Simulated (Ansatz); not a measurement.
In doubt: masses and optical values from hybrid runs of this build are listed as unsure (in some of the runs), which bears on the screening that GW takes from such a start; one-shot GW on d or f shells is unsure (in some of the runs), so the values of those runs are not to be relied on.

The crystal is Cs2AgBiBr6 (Fm-3m).

Symmetry: Fm-3m, No. 225, cubic system. The conventional cell has a = 11.488 Å, b = 11.488 Å, c = 11.488 Å, α = 90.00°, β = 90.00°, γ = 90.00°. Nearest to Cs lie 12 Br at 4.06 Å. Nearest to Ag lie 6 Br at 2.86 Å. Nearest to Bi lie 6 Br at 2.88 Å. Br has 1 Ag at 2.86 Å and 1 Bi at 2.88 Å and 4 Cs at 4.06 Å nearest. Farther neighbours and most contacts between anions are not listed.

```xyz
10
Lattice="0.0000 5.7441 5.7441 5.7441 0.0000 5.7441 5.7441 5.7441 0.0000" Properties=species:S:1:pos:R:3 pbc="T T T"
Cs    8.6162    8.6162    8.6162
Cs    2.8721    2.8721    2.8721
Ag    5.7441    5.7441    5.7441
Bi    0.0000    0.0000    0.0000
Br    2.8813    5.7441    5.7441
Br    5.7441    5.7441    2.8813
Br    8.6070    5.7441    5.7441
Br    5.7441    2.8813    5.7441
Br    5.7441    8.6070    5.7441
Br    5.7441    5.7441    8.6070
```

The cell and positions are those that the Materials Project relaxed with its own functionals (PBE, PBE+U or r2SCAN), kept fixed. Spin-orbit coupling is left out unless a run names it.

Gaps computed with Ansatz 0.2.0 without a self-energy: HSE06 2.22 eV, r2SCAN 1.74 eV and PBE0 2.89 eV.

**Question.** What gap should G0W0 on HSE06 give (2×2×2 mesh, 993 empty bands, screening to 110 eV, PAW set soft_1 files)?

About 2.86 eV: on its mesh the run moves the gap from 2.22 eV by +0.64 eV. Among the scalar-relativistic levels given, PBE0 is nearest (+0.03 eV). Bands and cutoff are finite, so the gap is not at the basis limit. The miss can reach some tenths of an eV and take either sign; the mesh is an error of its own. The 2×2×2 mesh is coarse for this cell (its supercell is 16 Å along the shortest edge). The RPA ε∞ on it, from the HSE06 start, is 3.99; such meshes misread the long-range screening, most where the gap is narrow. Where an edge is built on 6p states of lead, bismuth or thallium, scalar-relativistic gaps usually stand too wide, by a few tenths to over one eV. A d shell, filled or nearly so, lies near the gap. One-shot GW converges very slowly in bands there, not always from below, and on a semilocal start the gap tends to come out low; starts rich in exact exchange can overshoot instead. The many-body steps are scalar-relativistic: spin-orbit coupling is not in them.

[Paths, hosts, dates, memory and timing lines, banners, echoed tables and standing remarks are left out of the program output.]

[Logs are printed without paths, hosts, clocks, repeated set-up lines and the standing remarks that a program may print on its own settings, such as how far it seeks lower states.]

[Runs of the session that timed out or met a known fault of the program may be left out.]

[Cells called generated may have been cut or substituted from an entry of the Crystallography Open Database or the Materials Project.]

[Hosts, paths, dates, database ids (printed as entryN), source tags and the programs' standing remarks are cut or masked in the printed files.]
